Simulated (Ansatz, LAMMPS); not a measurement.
# Static equation of state of glassy 69SiO2-10CaO-10Na2O-10BaO (mol %) (81 atoms)

Density of this cell: 2.87 g/cm³. The cell holds 81 atoms: 20 Si, 3 Ca, 6 Na, 3 Ba and 49 O. Its edges and angles: a = 10.247 Å, b = 10.945 Å, c = 10.405 Å, α = 89.6°, β = 87.1°, γ = 89.5°. The starting structure: 81 atoms (20 Si, 3 Ca, 6 Na, 3 Ba, 49 O) placed at random at 2.8 g/cm³, melted at 4000 K for 10 ps at fixed volume with the Morse and Coulomb pair potential with partial charges (Pedone, Malavasi, Menziani, Cormack and Segre, J. Phys. Chem. B 110, 11780 (2006)). Quenched from 4000 K to 300 K at 8 K/ps and fixed volume, held 10 ps at zero pressure.

Calculated with Ansatz 0.2.0: Kohn-Sham DFT, PBE, PAW (set soft_2), plane waves; cutoff 420 eV, Γ point, gaussian smearing of 0.05 eV. Cell and atoms were relaxed first, to V0 = 14.387 Å³ an atom at a residual P0 = -0.001 GPa. The cell was then scaled evenly, and the atoms were relaxed at each volume.

| volume (Å³/atom) | pressure (GPa) |
| --- | --- |
| 12.948 | ? |
| 13.523 | 2.957 |
| 13.955 | 1.350 |
| 14.818 | -0.9230 |
| 15.250 | -1.604 |

**Question.** Fit the third-order Birch–Murnaghan equation to the rows given and extrapolate to the withheld row.

**Working.**

Take the Eulerian strain f = ½[(V0/V)^(2/3) − 1] and the normalised pressure F = (P − P0) / [3f(1 + 2f)^(5/2)]. The third-order Birch–Murnaghan equation is then the line F = B0 + (3/2)B0(B′ − 4) f, so u = f and v = F.

| u = f | v = F (GPa) |
| --- | --- |
| 0.0210563 | 42.2426 |
| 0.0102569 | 41.7329 |
| -0.00975656 | 33.0750 |
| -0.0190506 | 30.9016 |

With n = 4: mean u = 6.2651e-4, mean v = 36.9880, Σ(u − ū)² = 0.0010051, Σ(u − ū)(v − v̄) = 0.31344. Slope b = 0.31344 / 0.0010051 = 311.84; intercept a = v̄ − b ū = 36.793.

So B0 = a = 36.8 GPa and B′ = 4 + 2b/(3a) = 9.65. At the withheld volume f = 0.03638, F = a + b f = 48.14 GPa, and P = P0 + 3f(1 + 2f)^(5/2) F.

Prediction at 12.948: 6.261 GPa. The run gave 5.375 GPa, so the fit is high by 0.89 GPa (16 % of the value).

The series isn't one smooth equation of state: even a line fitted to all rows, the withheld one included, misses F by up to 8.0 %, the count of bonds changes along the series and an atom moves over 0.5 Å in some relaxation. B0 and B′ are then only the numbers of this fit, not moduli of the material. Among the rows given, the largest miss of the fit is at 13.523, by 0.078 GPa (1.1 % of the range of the table).

Limits: Static cells at zero temperature; the cell shape is held. The program notes that the SCF threshold of these relaxations is loose for the stress. The quench rate of 8 K/ps is many orders above laboratory rates, so the cell is likely richer in defects and strain than a real sample. The network of bonds at the start is that of the classical potential that made the cell, and needn't be the one that DFT or experiment would give. Only the Γ point is sampled, in a cell whose shortest periodic width is 10 Å.

[Hosts, paths, dates, database ids (printed as entryN), source tags and the programs' standing remarks are cut or masked in the printed files.]
